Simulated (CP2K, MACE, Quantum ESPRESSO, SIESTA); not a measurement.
# Amorphous carbon (123 atoms): relaxations judged by plane waves

Aim: relax amorphous carbon (123 atoms) with MACE MPA-0 medium, CP2K double zeta and SIESTA DZP, then solve each end with plane waves to see how good it is.

All numbers are calculated, not measured.

### Step 1. The cell

The cell holds 123 atoms (123 C), with edges of 11.09, 11.09 and 11.09 Å. Recipe: 123 atoms (123 C) placed at random at 1.8 g/cm³, melted at 6000 K for 10 ps at fixed volume with the LCBOP (Los and Fasolino, Phys. Rev. B 68, 024107 (2003)). Quenched from 5000 K to 300 K at 500 K/ps and fixed volume, held 5 ps, then minimised at fixed cell.

### Step 2. The judge

Quantum ESPRESSO 7.5: Kohn-Sham DFT, PBE, SSSP efficiency 1.3.0 pseudopotentials, plane waves. Its input for the start:

```
&control
  calculation = 'scf'
  pseudo_dir = './pseudo'
  outdir = './tmp'
  disk_io = 'none'
  tprnfor = .true.
  tstress = .true.
/
&system
  ibrav = 0
  nat = 123
  ntyp = 1
  ecutwfc = 45
  ecutrho = 360
  nosym = .true.
  occupations = 'smearing'
  smearing = 'fd'
  degauss = 0.003675
/
&electrons
  conv_thr = 6.2e-07
  electron_maxstep = 100
  mixing_beta = 0.2
  mixing_mode = 'local-TF'
  diagonalization = 'david'
/
ATOMIC_SPECIES
C 12.011 C.upf
CELL_PARAMETERS angstrom
11.08510 0.00000 0.00000
0.00000 11.08510 0.00000
0.00000 0.00000 11.08510
ATOMIC_POSITIONS crystal
C 0.55182 0.04648 0.21995
C 0.65825 0.63205 0.05931
C 0.29273 0.35904 0.39607
[... 118 atom lines left out ...]
C 0.26173 0.69453 0.30195
C 0.86645 0.61488 0.21573
K_POINTS gamma
```

Run time: 2.7 min. Hardware: 4 MPI ranks of Arm Neoverse V1, shared host; peak memory 4.1 GiB.

At the start it finds an r.m.s. force component of 1.4 eV/Å and a pressure of -14 GPa. The same input is run at the end of each relaxation.

### Step 3. The relaxations

The DFT methods use the judge's functional, PBE. 

Times are CPU times on a shared host and are rough.

```
           method                      basis or training data  geometry steps  reached its threshold  own energy change (meV/atom)  r.m.s. move (Å)  largest move (Å)  CPU time
MACE MPA-0 medium          trained on PBE(+U) plane-wave data              69                    yes                         -66.8             0.24              1.62   4.3 min
 CP2K double zeta  DZVP-MOLOPT-SR, GTH-PBE potentials, 360 Ry              56                     no                        -158.8             0.36              1.47     6.4 h
       SIESTA DZP    DZP orbitals, shift 0.01 Ry, mesh 250 Ry              36                     no                         -78.8             0.13              0.30     2.1 h
```

### Step 4. The ends, solved with plane waves

| geometry | energy less the start's (meV/atom) | r.m.s. force (eV/Å) | longest force (eV/Å) | pressure (GPa) | Kohn-Sham gap (eV) |
| --- | --- | --- | --- | --- | --- |
| start | 0.0 | 1.371 | 5.80 | -13.70 | - |
| end of MACE MPA-0 medium | -87.2 | 0.561 | 2.01 | -10.32 | - |
| end of CP2K double zeta | -160.1 | 0.118 | 0.73 | -10.45 | 0.34 |
| end of SIESTA DZP | -80.2 | 0.268 | 1.15 | -14.26 | 0.34 |

A dash marks a value that wasn't kept, partly filled levels or a spacing under 0.15 eV.

### Step 5. Do they end in the same place?

Distances between the ends, with any common shift taken off:

| ends | r.m.s. (Å) | largest (Å) |
| --- | --- | --- |
| MACE MPA-0 medium and CP2K double zeta | 0.354 | 1.41 |
| MACE MPA-0 medium and SIESTA DZP | 0.212 | 1.38 |
| CP2K double zeta and SIESTA DZP | 0.313 | 1.35 |

Bonds, counted by one set of cutoffs taken from the start, with their mean length:

| geometry | C-C (under 1.85 Å) |
| --- | --- |
| start | 179 at 1.47 Å |
| MACE MPA-0 medium | 182 at 1.47 Å |
| CP2K double zeta | 185 at 1.48 Å |
| SIESTA DZP | 179 at 1.48 Å |

### Step 6. Findings

By plane waves the end of CP2K double zeta lies lowest, 160.1 meV/atom under the start; MACE MPA-0 medium ends 72.9 meV/atom higher and SIESTA DZP ends 80.0 meV/atom higher. The plane-wave r.m.s. force is smallest after CP2K double zeta (0.12 eV/Å) and largest after MACE MPA-0 medium (0.56 eV/Å), against 1.4 eV/Å at the start. CP2K double zeta and SIESTA DZP stopped short of their threshold, so those ends aren't minima even at their own level.

Own against plane-wave energy change: MACE MPA-0 medium -66.8 against -87.2, CP2K double zeta -158.8 against -160.1 and SIESTA DZP -78.8 against -80.2 meV/atom. The ends of MACE MPA-0 medium and CP2K double zeta differ by up to 1.41 Å for one atom, so they aren't one minimum, and their energies differ by path as well as by method. Bonds formed and lost against the start: MACE MPA-0 medium 3 and 0, CP2K double zeta 8 and 2 and SIESTA DZP 0 and 0, of 179. The pressure at the ends spans -14.3 to -10.3 GPa, from -13.7 GPa at the start.

**Limits.** Plane waves didn't relax the cell themselves, so each end could still go down at that level. The methods had unlike step limits and thresholds. The quench rate of 500 K/ps is many orders above laboratory rates, so the cell is likely richer in defects and strain than a real sample. The reference samples only Γ, in a cell whose shortest periodic width is 11 Å. The plane-wave runs aren't exact: their cutoffs and mesh weren't converged further here. SIESTA's automatically made basis is far from complete, and its potentials were converted by us (checked for H, C, O, Si, Ge and Ca alone). Where levels are smeared, the DFT runs use Fermi–Dirac occupations at 580 K (0.05 eV), and energies are free energies.

[Logs are printed without paths, hosts, clocks, repeated set-up lines and the standing remarks that a program may print on its own settings, such as how far it seeks lower states.]

[Hosts, paths, dates, database ids (printed as entryN), source tags and the programs' standing remarks are cut or masked in the printed files.]
